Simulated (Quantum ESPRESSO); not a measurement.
# Magnetic state of NiAgO2 from several starts

Does NiAgO2 prefer parallel or opposed moments?

Method: PBEsol with U = 6 eV on Ni d (ortho-atomic projectors); plane waves with GBRV 1.5 PBEsol potentials, no spin-orbit coupling, in Quantum ESPRESSO 7.5.

### 1. Starting point

The structure is hexagonal, space group P6_3/mmc (No. 194). The conventional cell has a = 2.999 Å, b = 2.999 Å, c = 12.315 Å, α = 90.00°, β = 90.00°, γ = 120.00°. Ni has 6 O at 2.00 Å nearest. Ag has 2 O at 2.07 Å nearest. O has 3 Ni at 2.00 Å and 1 Ag at 2.07 Å nearest. Farther neighbours and most contacts between anions are not listed.

The cell comes from Materials Project 2023-11-01, a database of computed structures, and need not be the stable phase.

### 2. Run 1 (ferro ++)

The signs are those of the starting moments on the seeded atoms, the atoms that are given a moment.

The input, pw.in:

```
&CONTROL
  calculation = 'scf'
  prefix = 'pwscf'
  outdir = './tmp'
  pseudo_dir = './pseudo'
  disk_io = 'nowf'
/
&SYSTEM
  ibrav = 0
  celldm(1) = 8
  nat = 8
  ntyp = 3
  ecutwfc = 40
  ecutrho = 280
  nbnd = 64
  occupations = 'smearing'
  smearing = 'fd'
  degauss = 0.00367493
  nspin = 2
  starting_magnetization(1) = 0.1111
  starting_magnetization(2) = 0
  starting_magnetization(3) = 0
/
&ELECTRONS
  conv_thr = 1.6d-08
  electron_maxstep = 150
  mixing_beta = 0.3
/
ATOMIC_SPECIES
Ni     58.6934 ni_pbesol_v1.4.uspp.F.UPF
Ag    107.8682 ag_pbesol_v1.4.uspp.F.UPF
O      15.9990 o_pbesol_v1.2.uspp.F.UPF
CELL_PARAMETERS alat
   0.7084495780681    0.0000000000000    0.0000000000000
  -0.3542247890223    0.6135353318995    0.0000000000000
   0.0000000000000    0.0000000000000    2.9090271524980
ATOMIC_POSITIONS crystal
Ni      0.0000000000    0.0000000000    0.5000000000
Ni      0.0000000000    0.0000000000    0.0000000000
Ag      0.6666666700    0.3333333300    0.7500000000
Ag      0.3333333300    0.6666666700    0.2500000000
O       0.3333333300    0.6666666700    0.4180620000
O       0.6666666700    0.3333333300    0.9180620000
O       0.6666666700    0.3333333300    0.5819380000
O       0.3333333300    0.6666666700    0.0819380000
K_POINTS automatic
8 8 2 0 0 0
HUBBARD {ortho-atomic}
U Ni-3d 6.0000
```

Started as:

```bash
$ OMP_NUM_THREADS=1 mpirun -n 4 pw.x -nk 4 -in pw.in > pw.out
```

Log:

```text
Program PWSCF v.7.5 starts

     Message from routine setup:
     using ibrav=0 with symmetry is DISCOURAGED, use correct ibrav instead

     K-points division:     npool     =       4
     Subspace diagonalization in iterative solution of the eigenvalue problem:

     G-vector sticks info
     --------------------
     sticks:   dense  smooth     PW     G-vecs:    dense   smooth      PW
     Sum         613     361    109                51111    22245    3797

     Using Slab Decomposition

     bravais-lattice index     =            0
     lattice parameter (alat)  =       8.0000  a.u.
     unit-cell volume          =     647.3904 (a.u.)^3
     number of atoms/cell      =            8
     number of atomic types    =            3
     number of electrons       =        98.00
     number of Kohn-Sham states=           64
     kinetic-energy cutoff     =      40.0000  Ry
     charge density cutoff     =     280.0000  Ry
     scf convergence threshold =      1.6E-08
     mixing beta               =       0.3000
     number of iterations used =            8  plain     mixing
     Exchange-correlation= SLA  PW   PSX  PSC
                           (   1   4  10   8   0   0   0)
     Hubbard projectors: ortho-atomic
     Hubbard parameters of DFT+U (Dudarev formulation) in eV:
     U(Ni-3d) =  6.0000

     Internal variables: lda_plus_u =T, lda_plus_u_kind = 0

     Internal variables: orbital_resolved =F, hub_pot_fix =F, apply_U = F

     celldm(1)=   8.000000  celldm(2)=   0.000000  celldm(3)=   0.000000
     celldm(4)=   0.000000  celldm(5)=   0.000000  celldm(6)=   0.000000

     crystal axes: (cart. coord. in units of alat)
               a(1) = (   0.708450   0.000000   0.000000 )
               a(2) = (  -0.354225   0.613535   0.000000 )
               a(3) = (   0.000000   0.000000   2.909027 )

     reciprocal axes: (cart. coord. in units 2 pi/alat)
               b(1) = (  1.411533  0.814949 -0.000000 )
               b(2) = (  0.000000  1.629898  0.000000 )
               b(3) = (  0.000000 -0.000000  0.343758 )

     PseudoPot. # 1 for Ni read from file:
     ni_pbesol_v1.4.uspp.F.UPF
     Pseudo is Ultrasoft + core correction, Zval = 18.0
     Generated by new atomic code, or converted to UPF format
     Using radial grid of  865 points,  6 beta functions with:
                l(1) =   0
                l(2) =   0
                l(3) =   1
                l(4) =   1
                l(5) =   2
                l(6) =   2
     Q(r) pseudized with 10 coefficients,  rinner =    0.980   0.980   0.980
                                                       0.980   0.980

     PseudoPot. # 2 for Ag read from file:
     ag_pbesol_v1.4.uspp.F.UPF
     Pseudo is Ultrasoft + core correction, Zval = 19.0
     Generated by new atomic code, or converted to UPF format
     Using radial grid of  887 points,  6 beta functions with:
                l(1) =   0
                l(2) =   0
                l(3) =   1
                l(4) =   1
                l(5) =   2
                l(6) =   2
     Q(r) pseudized with  6 coefficients,  rinner =    1.300   1.300   1.300
                                                       1.300   1.300

     PseudoPot. # 3 for O  read from file:
     o_pbesol_v1.2.uspp.F.UPF
     Pseudo is Ultrasoft + core correction, Zval =  6.0
     Generated by new atomic code, or converted to UPF format
     Using radial grid of  737 points,  5 beta functions with:
                l(1) =   0
                l(2) =   0
                l(3) =   1
                l(4) =   1
                l(5) =   2
     Q(r) pseudized with  8 coefficients,  rinner =    0.900   0.900   0.900
                                                       0.900   0.900

     atomic species   valence    mass     pseudopotential
     Ni               18.00    58.69340     Ni( 1.00)
     Ag               19.00   107.86820     Ag( 1.00)
     O                 6.00    15.99900     O ( 1.00)

     Starting magnetic structure
     atomic species   magnetization
     Ni              0.111
     Ag              0.000
     O               0.000

     24 Sym. Ops., with inversion, found (12 have fractional translation)

   Cartesian axes

     site n.     atom                  positions (alat units)
         1        Ni     tau(   1) = (   0.0000000   0.0000000   1.4545136  )
         2        Ni     tau(   2) = (   0.0000000   0.0000000   0.0000000  )
         3        Ag     tau(   3) = (   0.3542248   0.2045118   2.1817704  )
         4        Ag     tau(   4) = (  -0.0000000   0.4090236   0.7272568  )
         5        O      tau(   5) = (  -0.0000000   0.4090236   1.2161537  )
         6        O      tau(   6) = (   0.3542248   0.2045118   2.6706673  )
         7        O      tau(   7) = (   0.3542248   0.2045118   1.6928734  )
         8        O      tau(   8) = (  -0.0000000   0.4090236   0.2383599  )

     number of k points=    20  Fermi-Dirac smearing, width (Ry)=  0.0037
                       cart. coord. in units 2pi/alat
        k(    1) = (   0.0000000   0.0000000   0.0000000), wk =   0.0078125
        k(    2) = (   0.0000000   0.0000000  -0.1718788), wk =   0.0078125
        k(    3) = (   0.0000000   0.2037372   0.0000000), wk =   0.0468750
        k(    4) = (   0.0000000   0.2037372  -0.1718788), wk =   0.0468750
        k(    5) = (   0.0000000   0.4074745   0.0000000), wk =   0.0468750
        [... 15 further k-points ...]

     Dense  grid:    51111 G-vectors     FFT dimensions: (  32,  32, 128)

     Smooth grid:    22245 G-vectors     FFT dimensions: (  24,  24,  96)

     Check: negative core charge=   -0.000008
     Generating pointlists ...
     new r_m :   0.1953 (alat units)  1.5622 (a.u.) for type    1
     new r_m :   0.2017 (alat units)  1.6134 (a.u.) for type    2
     new r_m :   0.1953 (alat units)  1.5622 (a.u.) for type    3

     Initial potential from superposition of free atoms

     starting charge      92.9999, renormalised to      98.0000

     STARTING HUBBARD OCCUPATIONS:

     =================== HUBBARD OCCUPATIONS ===================
     ------------------------ ATOM    1 ------------------------
     Tr[ns(  1)] (up, down, total) =   5.00000  3.00000  8.00000
     Atomic magnetic moment for atom   1 =   2.00000
     [... lines left out ...]
     ------------------------ ATOM    2 ------------------------
     Tr[ns(  2)] (up, down, total) =   5.00000  3.00000  8.00000
     Atomic magnetic moment for atom   2 =   2.00000
     [... lines left out ...]
     Number of occupied Hubbard levels =   16.0000

     Atomic wfc used for Hubbard projectors are orthogonalized

     Starting wfcs are   68 randomized atomic wfcs

     Self-consistent Calculation

     iteration #  1     ecut=    40.00 Ry     beta= 0.30
     Davidson diagonalization with overlap
     ethr =  1.00E-02,  avg # of iterations =  4.2

     =================== HUBBARD OCCUPATIONS ===================
     ------------------------ ATOM    1 ------------------------
     Tr[ns(  1)] (up, down, total) =   4.76975  4.52907  9.29882
     Atomic magnetic moment for atom   1 =   0.24068
     [... lines left out ...]
     ------------------------ ATOM    2 ------------------------
     Tr[ns(  2)] (up, down, total) =   4.76975  4.52907  9.29882
     Atomic magnetic moment for atom   2 =   0.24068
     [... lines left out ...]
     Number of occupied Hubbard levels =   18.5976

     total energy              =   -1368.08861290 Ry
     estimated scf accuracy    <     100.05520048 Ry

     total magnetization       =     0.32 Bohr mag/cell
     absolute magnetization    =     1.19 Bohr mag/cell

     iteration #  2     ecut=    40.00 Ry     beta= 0.30
     Davidson diagonalization with overlap
     ethr =  1.00E-02,  avg # of iterations =  4.5

     total energy              =   -1383.91852231 Ry
     estimated scf accuracy    <     245.04200626 Ry

     total magnetization       =     0.12 Bohr mag/cell
     absolute magnetization    =     0.21 Bohr mag/cell

     iteration #  3     ecut=    40.00 Ry     beta= 0.30
     Davidson diagonalization with overlap
     ethr =  1.00E-02,  avg # of iterations =  4.1

     total energy              =   -1403.89355190 Ry
     estimated scf accuracy    <      16.32684913 Ry

     total magnetization       =     0.17 Bohr mag/cell
     absolute magnetization    =     0.32 Bohr mag/cell

     [... further iterations left out ...]

     iteration # 16     ecut=    40.00 Ry     beta= 0.30
     Davidson diagonalization with overlap
     ethr =  2.82E-09,  avg # of iterations =  2.0

     total energy              =   -1405.60158839 Ry
     estimated scf accuracy    <       0.00000033 Ry

     total magnetization       =     2.00 Bohr mag/cell
     absolute magnetization    =     3.88 Bohr mag/cell

     iteration # 17     ecut=    40.00 Ry     beta= 0.30
     Davidson diagonalization with overlap
     ethr =  3.32E-10,  avg # of iterations =  1.7

     total energy              =   -1405.60158926 Ry
     estimated scf accuracy    <       0.00000018 Ry

     total magnetization       =     2.00 Bohr mag/cell
     absolute magnetization    =     3.88 Bohr mag/cell

     iteration # 18     ecut=    40.00 Ry     beta= 0.30
     Davidson diagonalization with overlap
     ethr =  1.80E-10,  avg # of iterations =  2.0

     total energy              =   -1405.60158984 Ry
     estimated scf accuracy    <       0.00000007 Ry

     total magnetization       =     2.00 Bohr mag/cell
     absolute magnetization    =     3.88 Bohr mag/cell

     iteration # 19     ecut=    40.00 Ry     beta= 0.30
     Davidson diagonalization with overlap
     ethr =  7.44E-11,  avg # of iterations =  2.0

     Magnetic moment per site  (integrated on atomic sphere of radius R)
     atom   1 (R=0.195)  charge= 15.4106  magn=  1.3948
     atom   2 (R=0.195)  charge= 15.4106  magn=  1.3948
     atom   3 (R=0.202)  charge= 15.3301  magn= -0.1079
     atom   4 (R=0.202)  charge= 15.3301  magn= -0.1079
     atom   5 (R=0.195)  charge=  5.4060  magn= -0.1589
     atom   6 (R=0.195)  charge=  5.4060  magn= -0.1589
     atom   7 (R=0.195)  charge=  5.4060  magn= -0.1589
     atom   8 (R=0.195)  charge=  5.4060  magn= -0.1589

     End of self-consistent calculation

     =================== HUBBARD OCCUPATIONS ===================
     ------------------------ ATOM    1 ------------------------
     Tr[ns(  1)] (up, down, total) =   4.80266  3.37942  8.18208
     Atomic magnetic moment for atom   1 =   1.42324
     [... lines left out ...]
     ------------------------ ATOM    2 ------------------------
     Tr[ns(  2)] (up, down, total) =   4.80266  3.37942  8.18208
     Atomic magnetic moment for atom   2 =   1.42324
     [... lines left out ...]
     Number of occupied Hubbard levels =   16.3642

     [... lines left out ...]
     the Fermi energy is    11.0632 ev

!    total energy              =   -1405.60159028 Ry
     estimated scf accuracy    <          6.2E-09 Ry
     smearing contrib. (-TS)   =      -0.00205278 Ry
     internal energy E=F+TS    =   -1405.59953750 Ry

     The total energy is F=E-TS. E is the sum of the following terms:
     one-electron contribution =    -833.69614693 Ry
     hartree contribution      =     463.25467076 Ry
     xc contribution           =    -156.02956151 Ry
     ewald contribution        =    -879.36213339 Ry
     Hubbard energy            =       0.23363357 Ry

     total magnetization       =     2.00 Bohr mag/cell
     absolute magnetization    =     3.88 Bohr mag/cell

     convergence has been achieved in  19 iterations

=------------------------------------------------------------------------------=
   JOB DONE.
=------------------------------------------------------------------------------=
```

It took 2 min on 4 MPI ranks of Arm Neoverse N1, shared host; peak memory 0.71 GiB; 8.1 min of CPU time.

Spin moment in the atom's sphere by atom:

| atom | spin moment in the atom's sphere (μB) |
| --- | --- |
| Ni1 | 1.39 |
| Ni2 | 1.39 |
| Ag3 | -0.11 |
| Ag4 | -0.11 |
| O5 | -0.16 |
| O6 | -0.16 |
| O7 | -0.16 |
| O8 | -0.16 |

Numbers from this step:

* smearing term TS: 0.02793 eV
* magnetization: 2 μB
* absolute magnetization: 3.882 μB
* final state: ferromagnetic

(Continued in part 2 of 2.)

[Logs and program files are shortened in this print: banners, set-up blocks, solver, clock and traceback lines can be left out without a mark of their own.]

[Logs are printed without paths, hosts, clocks, repeated set-up lines and the standing remarks that a program may print on its own settings, such as how far it seeks lower states.]

[Hosts, paths, dates, database ids (printed as entryN), source tags and the programs' standing remarks are cut or masked in the printed files.]

[Where a cell is said to come from a database of computed structures, the database is the Materials Project.]
